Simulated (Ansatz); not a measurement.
## TiSb3, from a guessed structure to a relaxed one

This structure for TiSb3 is made up. Its elements were placed in a known structure type with a cell scaled to their sizes. What cell does the guess relax to, and how far off was it?

Method: DFT, PBEsol, plane-wave PAW, default files, scalar-relativistic, no spin, cell and ions relaxed at zero pressure, in Ansatz 0.2.0.

### Step 1. Starting point

The structure is cubic, space group Fm-3m (No. 225). Conventional cell: a = 7.450 Å, b = 7.450 Å, c = 7.450 Å, α = 90.00°, β = 90.00°, γ = 90.00°. Sb has 8 Sb at 3.23 Å nearest. Nearest to Sb lie 4 Ti at 3.23 Å and 4 Sb at 3.23 Å. Nearest to Ti lie 8 Sb at 3.23 Å. Farther neighbours are not listed.

### Step 2. Relaxing cell and atoms

The guess takes its coordinates from another compound and its volume from a rule, so the cell and any free coordinates are relaxed together.

Contents of input.yaml:

```yaml
crystal:
  lattice:
    - [0.0, 3.725, 3.725]
    - [3.725, 0.0, 3.725]
    - [3.725, 3.725, 0.0]
  atoms:
    - { symbol: Sb, position: [0.5, 0.5, 0.5] }
    - { symbol: Sb, position: [0.75, 0.75, 0.75] }
    - { symbol: Sb, position: [0.25, 0.25, 0.25] }
    - { symbol: Ti, position: [0.0, 0.0, 0.0] }
kpoints:
  mp_grid: { grid: [6, 6, 6] }
scf:
  occupations: { method: fermi_dirac, width: 0.05 }
hamiltonian:
  xc: pbesol
  pseudopotentials: { kind: paw }
relax:
  f_tol: 0.015
  max_steps: 70
  cell: {}
output:
  forces: true
  stress: true
```

Run with:

```console
$ ansatz run input.yaml --threads 4 --pin off --max-ram 10240MiB --backend cpu --events-out ev --progress --plain --runs-dir out
```

Numbers of over 12 decimals in the logs are rounded to 6 here.

The log of the run:

```text
Engine: ansatz 0.2.0, x86_64-unknown-linux-gnu
Pseudopotentials: kind: paw
Pseudopotential: Sb, paw, valence charge 15, recommended cutoff 420 eV (normal), Sb.paw.azcp
Pseudopotential: Ti, paw, valence charge 12, recommended cutoff 420 eV (normal), Ti.paw.azcp
Functional definition: PBEsol
  exchange = pbesol_x
  correlation = pbesol_c
Crystal: 4 atoms, lattice volume = 103.373 Å³
Basis set: ecut = 420 eV, 1989 PW (Γ), exchange–correlation on 72×72×72 points (8 copies of the dense FFT grid, shifted against one another)
Bands: 35, of which v1, the nominal top of the filled ones, is band 29 counted from 1 (28 counted from 0)
Symmetry: 48 space group operations
Space group: Fm-3m (ITA 225), of the structure as read, at distance tolerance 4.7e-5 Å
k-points: 16 of 216
Non-local potential: Sb, projectors of the file, l = 0: 2, l = 1: 2, l = 2: 2, l = 3: 2
Non-local potential: Ti, projectors of the file, l = 0: 3, l = 1: 2, l = 2: 3, l = 3: 1
PAW form: soft (Blöchl's): semilocal exchange-correlation on the pseudo side does not see the compensation charge
PAW frozen core: Sb, regenerated for the run's functional, and the local potential with it (the file was generated under x = pbe(κ = 0.804, μ = 0.219515), c = pbe(β = 0.066725))
PAW frozen core: Ti, regenerated for the run's functional, and the local potential with it (the file was generated under x = pbe(κ = 0.804, μ = 0.219515), c = pbe(β = 0.066725))
PAW one-centre angular grid: Sb, 590 points (default); XC on 64 Gauss nodes
PAW one-centre angular grid: Ti, 590 points (default); XC on 64 Gauss nodes
Initial density: superposition of atomic densities (neutral atoms: chi_scale 0, normalization atom), corrected by the library's trained network
Initial wavefunctions: pseudopotential atomic-orbital guess
Functional: x = pbesol(κ = 0.804, μ = 0.123457), c = pbesol(β = 0.046)
SCF iter   1: F=—  HF=-21697.068781 eV  |F-HF|=—  |Δ(HF+E_count)|=         —  Δρ=7.76e-3  dr2=1.08e-1  ethr=1.77e-3  ⟨swp⟩=6.0  Hψ=2488  notcnv=0
preconditioner: auto → Kerker (q_TF=auto, 2.471 Å⁻¹)  [metal: Δε(μ)=0.030 eV  Ē_g=5.847 eV  σ=0.050 eV  W_gap=0.15  n_scr=26 (ndim 8)  ℏωp=15.9 eV  f_vac=0.000  D(μ)=7.01/eV (n_scr^D=64)]
SCF iter   2: F=—  HF=-21697.060982 eV  |F-HF|=—  |Δ(HF+E_count)|=   7.80e-3  Δρ=3.80e-3  dr2=2.89e-2  ethr=1.90e-4  ⟨swp⟩=2.0  Hψ=766  notcnv=0
SCF iter   3: F=—  HF=-21697.058673 eV  |F-HF|=—  |Δ(HF+E_count)|=   2.31e-3  Δρ=3.09e-4  dr2=9.36e-5  ethr=5.08e-5  ⟨swp⟩=2.0  Hψ=624  notcnv=0
SCF iter   4: F=—  HF=-21697.058669 eV  |F-HF|=—  |Δ(HF+E_count)|=   4.14e-6  Δρ=8.87e-5  dr2=1.56e-5  ethr=1.64e-7  ⟨swp⟩=2.0  Hψ=1028  notcnv=0
SCF iter   5: F=—  HF=-21697.058667 eV  |F-HF|=—  |Δ(HF+E_count)|=   2.21e-6  Δρ=2.00e-5  dr2=5.83e-7  ethr=2.73e-8  ⟨swp⟩=2.0  Hψ=662  notcnv=0
SCF iter   6: F=-21697.058666 eV  HF=-21697.058667 eV  |F-HF|=2.81e-8  |Δ(HF+E_count)|=   1.10e-7  Δρ=5.24e-6  dr2=3.42e-8  ethr=1.75e-10  ⟨swp⟩=4.9  Hψ=1869  notcnv=0
SCF 1 converged in 6 iterations: F = -21697.058666 eV  dr2 = 3.42e-8
  greatest PAW one-centre occupation: 0.999 electrons in one spin orbital (limit 2), on the Ti atom at site 3 (counted from 0), in its partial waves of l = 0
relax step   1: F+E_penalty+E_count = -21697.05866649 eV  Δ(F+E_penalty+E_count) = +0.000e0 eV  max|allowed force component| = 3.007e-17 eV/Å  Δτ_max = 0.0000 Å  P = -6.910 GPa  Ω = 103.373 Å³  (6 SCF iters, dr2 threshold 1.00e-7 eV, accepted)
Crystal: 4 atoms, lattice volume = 88.980 Å³
Basis set: ecut = 420 eV, 1807 PW (Γ), exchange–correlation on 72×72×72 points (8 copies of the dense FFT grid, shifted against one another)
Initial density: handed on by an earlier stage of this run
Initial wavefunctions: those handed on with the density
iter 1 solved again at ethr=2.01e-3 eV; its pass at ethr=3.10e-3 eV (dr2=1.14e0 eV) is discarded
SCF iter   1: F=—  HF=-21697.388521 eV  |F-HF|=—  |Δ(HF+E_count)|=         —  Δρ=2.25e-2  dr2=1.14e0  ethr=2.01e-3  ⟨swp⟩=1.0  Hψ=2904  notcnv=0
preconditioner: auto → Kerker (q_TF=auto, 2.533 Å⁻¹)  [metal: Δε(μ)=0.016 eV  Ē_g=6.366 eV  σ=0.050 eV  W_gap=0.08  n_scr=26 (ndim 8)  ℏωp=17.2 eV  f_vac=0.000  D(μ)=7.46/eV (n_scr^D=88)]
SCF iter   2: F=—  HF=-21697.323355 eV  |F-HF|=—  |Δ(HF+E_count)|=   6.52e-2  Δρ=1.23e-2  dr2=3.66e-1  ethr=2.00e-3  ⟨swp⟩=2.0  Hψ=615  notcnv=0
SCF iter   3: F=—  HF=-21697.287739 eV  |F-HF|=—  |Δ(HF+E_count)|=   3.56e-2  Δρ=1.46e-3  dr2=5.78e-3  ethr=6.43e-4  ⟨swp⟩=2.0  Hψ=668  notcnv=0
SCF iter   4: F=—  HF=-21697.287298 eV  |F-HF|=—  |Δ(HF+E_count)|=   4.41e-4  Δρ=2.89e-4  dr2=9.33e-5  ethr=1.01e-5  ⟨swp⟩=1.5  Hψ=660  notcnv=0
SCF iter   5: F=—  HF=-21697.287302 eV  |F-HF|=—  |Δ(HF+E_count)|=   4.07e-6  Δρ=4.33e-5  dr2=2.03e-6  ethr=1.64e-7  ⟨swp⟩=2.0  Hψ=686  notcnv=0
SCF iter   6: F=-21697.287302 eV  HF=-21697.287302 eV  |F-HF|=2.32e-8  |Δ(HF+E_count)|=   7.19e-8  Δρ=6.39e-6  dr2=3.37e-8  ethr=7.02e-10  ⟨swp⟩=4.9  Hψ=1900  notcnv=0
SCF 2 converged in 6 iterations: F = -21697.287302 eV  dr2 = 3.37e-8
relax step   2: F+E_penalty+E_count = -21697.28730221 eV  Δ(F+E_penalty+E_count) = -2.286e-1 eV  max|allowed force component| = 2.174e-16 eV/Å  Δτ_max = 0.0000 Å  P = +3.301 GPa  Ω = 88.980 Å³  energy of the carried Pulay correction = +3.074e-3 eV  (6 SCF iters, dr2 threshold 4.00e-7 eV, accepted)
Crystal: 4 atoms, lattice volume = 93.173 Å³
Basis set: ecut = 420 eV, 1837 PW (Γ), exchange–correlation on 72×72×72 points (8 copies of the dense FFT grid, shifted against one another)
iter 1 solved again at ethr=2.20e-4 eV; its pass at ethr=3.10e-3 eV (dr2=1.26e-1 eV) is discarded
SCF iter   1: F=—  HF=-21697.332133 eV  |F-HF|=—  |Δ(HF+E_count)|=         —  Δρ=7.26e-3  dr2=1.26e-1  ethr=2.20e-4  ⟨swp⟩=1.1  Hψ=2723  notcnv=0
preconditioner: auto → Kerker (q_TF=auto, 2.514 Å⁻¹)  [metal: Δε(μ)=0.028 eV  Ē_g=6.337 eV  σ=0.050 eV  W_gap=0.14  n_scr=26 (ndim 8)  ℏωp=16.8 eV  f_vac=0.000  D(μ)=7.25/eV (n_scr^D=64)]
SCF iter   2: F=—  HF=-21697.323774 eV  |F-HF|=—  |Δ(HF+E_count)|=   8.36e-3  Δρ=3.86e-3  dr2=3.94e-2  ethr=2.20e-4  ⟨swp⟩=2.0  Hψ=634  notcnv=0
SCF iter   3: F=—  HF=-21697.319696 eV  |F-HF|=—  |Δ(HF+E_count)|=   4.08e-3  Δρ=3.51e-4  dr2=1.63e-4  ethr=6.90e-5  ⟨swp⟩=1.8  Hψ=581  notcnv=0
SCF iter   4: F=—  HF=-21697.319701 eV  |F-HF|=—  |Δ(HF+E_count)|=   5.12e-6  Δρ=6.58e-5  dr2=5.67e-6  ethr=2.86e-7  ⟨swp⟩=2.0  Hψ=1008  notcnv=0
SCF iter   5: F=—  HF=-21697.319700 eV  |F-HF|=—  |Δ(HF+E_count)|=   1.84e-6  Δρ=1.97e-5  dr2=9.43e-7  ethr=9.94e-9  ⟨swp⟩=3.0  Hψ=1106  notcnv=0
SCF iter   6: F=-21697.319699 eV  HF=-21697.319699 eV  |F-HF|=1.17e-8  |Δ(HF+E_count)|=   1.71e-7  Δρ=4.58e-6  dr2=2.20e-8  ethr=7.02e-10  ⟨swp⟩=4.9  Hψ=1735  notcnv=0
SCF 3 converged in 6 iterations: F = -21697.319699 eV  dr2 = 2.20e-8
relax step   3: F+E_penalty+E_count = -21697.31969944 eV  Δ(F+E_penalty+E_count) = -3.240e-2 eV  max|allowed force component| = 1.342e-16 eV/Å  Δτ_max = 0.0000 Å  P = -0.596 GPa  Ω = 93.173 Å³  energy of the carried Pulay correction = +2.132e-3 eV  (6 SCF iters, dr2 threshold 4.00e-7 eV, accepted)
Crystal: 4 atoms, lattice volume = 92.491 Å³
iter 1 solved again at ethr=5.52e-6 eV; its pass at ethr=3.10e-3 eV (dr2=3.15e-3 eV) is discarded
SCF iter   1: F=—  HF=-21697.321463 eV  |F-HF|=—  |Δ(HF+E_count)|=         —  Δρ=1.13e-3  dr2=3.05e-3  ethr=5.52e-6  ⟨swp⟩=3.0  Hψ=2701  notcnv=0
preconditioner: auto → Kerker (q_TF=auto, 2.517 Å⁻¹)  [metal: Δε(μ)=0.047 eV  Ē_g=6.310 eV  σ=0.050 eV  W_gap=0.22  n_scr=26 (ndim 8)  ℏωp=16.8 eV  f_vac=0.000  D(μ)=7.32/eV (n_scr^D=64)]
SCF iter   2: F=—  HF=-21697.321269 eV  |F-HF|=—  |Δ(HF+E_count)|=   1.94e-4  Δρ=5.98e-4  dr2=9.31e-4  ethr=5.34e-6  ⟨swp⟩=1.0  Hψ=560  notcnv=0
SCF iter   3: F=—  HF=-21697.321173 eV  |F-HF|=—  |Δ(HF+E_count)|=   9.63e-5  Δρ=5.17e-5  dr2=7.01e-6  ethr=1.63e-6  ⟨swp⟩=1.6  Hψ=575  notcnv=0
SCF iter   4: F=—  HF=-21697.321177 eV  |F-HF|=—  |Δ(HF+E_count)|=   4.21e-6  Δρ=1.60e-5  dr2=2.74e-7  ethr=1.23e-8  ⟨swp⟩=2.0  Hψ=700  notcnv=0
iter 5 did not close the SCF: its close was put off for the readings that it lacked (scf_convergence_deferred on its scf_iter line)
SCF iter   5: F=-21697.321177 eV  HF=-21697.321177 eV  |F-HF|=7.95e-9  |Δ(HF+E_count)|=   7.20e-8  Δρ=2.76e-6  dr2=1.18e-8  ethr=4.80e-10  ⟨swp⟩=2.3  Hψ=827  notcnv=0
SCF iter   6: F=-21697.321177 eV  HF=-21697.321177 eV  |F-HF|=5.75e-10  |Δ(HF+E_count)|=   2.45e-9  Δρ=9.32e-7  dr2=8.88e-10  ethr=2.07e-11  ⟨swp⟩=1.8  Hψ=1716  notcnv=0
SCF 4 converged in 6 iterations: F = -21697.321177 eV  dr2 = 8.88e-10
relax step   4: F+E_penalty+E_count = -21697.32117730 eV  Δ(F+E_penalty+E_count) = -1.478e-3 eV  max|allowed force component| = 1.989e-16 eV/Å  Δτ_max = 0.0000 Å  P = -0.024 GPa  Ω = 92.491 Å³  energy of the carried Pulay correction = +2.283e-3 eV  (6 SCF iters, dr2 threshold 4.00e-7 eV, accepted)
Initial wavefunctions: pseudopotential atomic-orbital guess (no wavefunctions were taken with the density)
iter 1 solved again at ethr=4.07e-8 eV; its pass at ethr=3.10e-3 eV (dr2=2.32e-5 eV) is discarded
SCF iter   1: F=—  HF=-21697.318634 eV  |F-HF|=—  |Δ(HF+E_count)|=         —  Δρ=1.10e-4  dr2=1.32e-6  ethr=4.07e-8  ⟨swp⟩=3.5  Hψ=3897  notcnv=0
preconditioner: auto → Kerker (q_TF=auto, 2.517 Å⁻¹)  [metal: Δε(μ)=0.046 eV  Ē_g=6.318 eV  σ=0.050 eV  W_gap=0.22  n_scr=26 (ndim 8)  ℏωp=16.8 eV  f_vac=0.000  D(μ)=7.30/eV (n_scr^D=64)]
SCF iter   2: F=—  HF=-21697.318637 eV  |F-HF|=—  |Δ(HF+E_count)|=   3.02e-6  Δρ=5.83e-5  dr2=3.76e-7  ethr=2.32e-9  ⟨swp⟩=1.7  Hψ=662  notcnv=0
SCF iter   3: F=—  HF=-21697.318638 eV  |F-HF|=—  |Δ(HF+E_count)|=   7.45e-7  Δρ=3.25e-6  dr2=7.08e-9  ethr=6.60e-10  ⟨swp⟩=3.0  Hψ=1097  notcnv=0
SCF iter   4: F=—  HF=-21697.318638 eV  |F-HF|=—  |Δ(HF+E_count)|=   2.74e-9  Δρ=7.06e-7  dr2=5.65e-10  ethr=1.24e-11  ⟨swp⟩=2.6  Hψ=837  notcnv=0
iter 5 did not close the SCF: its close was put off for the readings that it lacked (scf_convergence_deferred on its scf_iter line)
SCF iter   5: F=-21697.318638 eV  HF=-21697.318638 eV  |F-HF|=7.28e-12  |Δ(HF+E_count)|=  1.09e-10  Δρ=1.16e-7  dr2=1.59e-11  ethr=1.00e-12  ⟨swp⟩=1.8  Hψ=602  notcnv=0
SCF iter   6: F=-21697.318638 eV  HF=-21697.318638 eV  |F-HF|=3.64e-12  |Δ(HF+E_count)|=  7.28e-12  Δρ=2.01e-8  dr2=2.10e-13  ethr=1.00e-12  ⟨swp⟩=3.4  Hψ=1811  notcnv=0
SCF 5 converged in 6 iterations: F = -21697.318638 eV  dr2 = 2.10e-13
relax step   5: F+E_penalty+E_count = -21697.31863823 eV  Δ(F+E_penalty+E_count) = +2.539e-3 eV  max|allowed force component| = 1.793e-16 eV/Å  Δτ_max = 0.0000 Å  P = -0.022 GPa  Ω = 92.491 Å³  stress off target by 2.24e-2 GPa  SCF on the basis re-selected at this cell (its energy is not comparable with the rows above)  (6 SCF iters)
basis re-selected at this cell: Δ(F+E_penalty+E_count) = +2.539e-3 eV, ΔP = +0.002 GPa vs the last step (what re-selecting the basis moved, of the pressure what is left beyond the Pulay correction that the steps carried, after the strain that the cell walked since its last selection, with what the two solves' SCF thresholds leave and, on support functions, any second-order correction that the steps lacked; it is no m [...]
SCF converged after 6 iterations
Free energy (F): -21697.318638 eV
Harris-Foulkes:  -21697.318638 eV  (|F-HF|=3.64e-12)
Internal energy: -21697.259566 eV  (E = F + TS)
E sigma→0 (E₀):  -21697.289102 eV
Entropy (-TS):   -0.059072 eV (-14.768 meV/atom)
Fermi energy:    12.787510 eV
--- Per-component energies (eV) ---
  E_band       = -541.398956
  E_kinetic    = 896.074111
  E_local      = -4948.228991  (includes V_loc(G=0)·N_el)
  E_nonlocal   = 1103.924764
  E_hartree    = 2236.424399
  E_xc         = -510.720601
  E_vxc        = -413.375152  (∫ρ·V_xc dr)
  E_paw        = -14521.672256  (= ΣΔE_a)
  E_vpaw       = -1652.642618  (= ΣTr[D̂ρ^β])
  E_aug_tail   = 0.000112  (compensation charges beyond the density's cutoff)
  E_ewald      = -5954.196060
  E_core_change = 1.134955  (= ΣΔE_core)
  E_smearing   = -0.059072  (= −TS)
  E_closure    = 0.000000  (closes the sum)
  Σ components = -21697.318638   (vs F -21697.318638, Δ=0.00e0)
--- Forces (eV/Å), atoms counted from 1 ---
  atom   1  Sb     0.00000000    -0.00000000    -0.00000000
  atom   2  Sb    -0.00000000    -0.00000000    -0.00000000
  atom   3  Sb     0.00000000     0.00000000     0.00000000
  atom   4  Ti     0.00000000    -0.00000000     0.00000000
  max |Σ_I F_I| component: 3.70e-17 eV/Å
--- Stress (GPa, compression-positive) ---
       -0.022401      -0.000000      -0.000000
       -0.000000      -0.022401      -0.000000
       -0.000000      -0.000000      -0.022401
  P = ⅓ Tr σ = -0.0224 GPa (-0.224 kbar)
--- Relaxed structure (4 steps of the walk, 4 accepted, 1 SCFs on fresh bases) ---
  F+E_penalty+E_count = -21697.31863823 eV   max|allowed force component| = 1.793e-16 eV/Å   (the final SCF, on the basis selected at the relaxed cell)
  cell:  # Å, volume = 92.4907 Å³
    - [0, 3.589407, 3.589407]
    - [3.589407, 0, 3.589407]
    - [3.589407, 3.589407, 0]
  atoms:
    - { symbol: Sb, position: [0.5, 0.5, 0.5] }
    - { symbol: Sb, position: [0.750000, 0.750000, 0.750000] }
    - { symbol: Sb, position: [0.25, 0.25, 0.25] }
    - { symbol: Ti, position: [0, 0, 0] }
```

The job ended after 6.4 s (4 threads of Intel Xeon Platinum 8375C at 2.90GHz (Ice Lake), shared host; peak memory 0.51 GiB; 20 s of CPU time).

Step by step:

```csv
step,energy less that of the first step (eV),largest force component (eV/Å),pressure (GPa),volume (Å³)
1,0.0000,0.0000,-6.91,103.37
2,-0.2286,0.0000,3.30,88.98
3,-0.2610,0.0000,-0.60,93.17
4,-0.2625,0.0000,-0.02,92.49
5*,-0.2600,0.0000,-0.02,92.49
```

Relaxation steps marked * repeat the geometry before them on a plane-wave basis chosen anew for their cell, so energy and pressure can jump there.

Forces are held to the 48 operations that the run works with; a distortion that breaks them can't arise in this run.

```csv
"conventional cell, symmetrised",before,after,change
a (Å),7.450,7.179,-3.6 %
b (Å),7.450,7.179,-3.6 %
c (Å),7.450,7.179,-3.6 %
volume (Å³/atom),25.84,23.12,-10.5 %
```

Final coordinates:

```
Sb Ti
1.0
     0.00000    3.58941    3.58941
     3.58941    0.00000    3.58941
     3.58941    3.58941    0.00000
Sb Ti
3 1
Direct
  0.50000 0.50000 0.50000
  0.75000 0.75000 0.75000
  0.25000 0.25000 0.25000
  0.00000 0.00000 0.00000
```

Numbers from this step:

```yaml
free_energy: -21697.3186 eV
energy_at_zero_smearing: -21697.2891 eV
smearing_term_ts: 0.05907 eV
fermi_energy: 12.79 eV
electrons: 57
symmetry_operations: 48
pressure: -0.02240 GPa
```

Shortest distances by pair of elements, guess and relaxed (not always the same contact):

```csv
pair,guess (Å),relaxed (Å)
Sb–Ti,3.226,3.109
Sb–Sb,3.226,3.109
Ti–Ti,5.268,5.076
```

The relaxation ends with a pressure of -0.02 GPa.

### Step 3. Results

```json
{"space group, relaxed": "Fm-3m", "conventional cell": "a = 7.179, b = 7.179, c = 7.179 Å; α = 90.0°, β = 90.0°, γ = 90.0°", "volume per atom": "23.12 Å³ (guess 25.84)"}
```

**Reading.** TiSb3 relaxes to Fm-3m with a = 7.179, b = 7.179 and c = 7.179 Å. The guessed volume was 12 % too large. The space group Fm-3m was held in the relaxation, so the end point is a stationary structure within it and may be a saddle against distortions or other arrangements. Mesh and cutoff weren't tested. Spin-orbit coupling is left out, which can matter for elements this heavy. No dispersion term is used, so weakly bound directions may come out too long. The runs have no spin, and magnetism wasn't tested. Nothing here tests whether the compound is stable against decomposition.

[Logs are printed without paths, hosts, clocks, repeated set-up lines and the standing remarks that a program may print on its own settings, such as how far it seeks lower states.]

[Hosts, paths, dates, database ids (printed as entryN), source tags and the programs' standing remarks are cut or masked in the printed files.]
